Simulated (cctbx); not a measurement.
# What resolution and counting buy: BaSrCd2Sn2Se8

Space group Pnn2 (no. 34), a = 10.7450 Å, b = 10.9990 Å, c = 6.7270 Å, α = 90.00°, β = 90.00°, γ = 90.00°.

| atom | mult. | x | y | z | Ueq (Å²) |
| --- | --- | --- | --- | --- | --- |
| Ba1 | 2 | 1/2 | 1/2 | 0.5320 | 0.0038 |
| Sn1 | 4 | 0.7894 | 0.2547 | 0.5353 | 0.0051 |
| Cd1 | 4 | 0.6757 | 0.2495 | 0.0053 | 0.0037 |
| Sr1 | 2 | 1/2 | 0 | 0.5743 | 0.0055 |
| Se1 | 4 | 0.5930 | 0.2599 | 0.3441 | 0.0052 |
| Se2 | 4 | 0.7649 | 0.0859 | 0.7741 | 0.0064 |
| Se3 | 4 | 0.9467 | 0.2538 | 0.3005 | 0.0059 |
| Se4 | 4 | 0.7666 | 0.4241 | 0.7701 | 0.0049 |

This is a model crystal, built by substitution and not relaxed, with assumed displacement parameters.

Five simulated data sets (cctbx; Ag Kα, λ = 0.56087 Å; 2 % proportional error) differ in resolution or exposure (noise floor 4 counts in the first three, 8 in the last two). Each is refined with the right model, isotropic at 1.1 Å and anisotropic otherwise. How do the figures of merit and the uncertainties move?

```
d min (Å)  top counts  ⟨I/σ⟩ (unmerged, absences included)  unique  param. (scale apart)   Rint      R1  GooF  largest s.u. xyz (fractional)  s.u. U of Se1 (Å²)  largest error (Å)
      1.1       20000                                 15.4     615                    28  0.020  0.0131  0.93                        0.00013              0.0002             0.0067
     0.84       20000                                 14.8    1367                    64  0.023  0.0139  0.93                        0.00011              0.0002             0.0153
      0.6       20000                                 12.8    3794                    64  0.028  0.0174  0.93                        0.00006              0.0001             0.0020
     0.75         300                                  0.9    1941                    64  0.424  0.1126  0.92                        0.00263              0.0035             0.0362
     0.75        3000                                  5.0    1941                    64  0.080  0.0384  0.92                        0.00027              0.0006             0.0081
```

The number of reflections grows roughly as 1/d³: 615, 1367 and 3794 here. R1 follows the noise rather than the truth: at 300 counts it is 0.1126, at 3000 counts 0.0384, while GooF is 0.92 and 0.92: the weights 1/σ² carry the noise. The s.u. of U (U11 where anisotropic) for Se1 goes 0.0002, 0.0002, 0.0001 Å² with resolution and 0.0035, 0.0006 Å² with exposure.

Hardware for the 0.6 Å refinement: 0.43 s on 1 thread of Arm Neoverse V2, on a shared host, peak memory 0.09 GiB.

[Logs are printed without paths, hosts, clocks, repeated set-up lines and the standing remarks that a program may print on its own settings, such as how far it seeks lower states.]
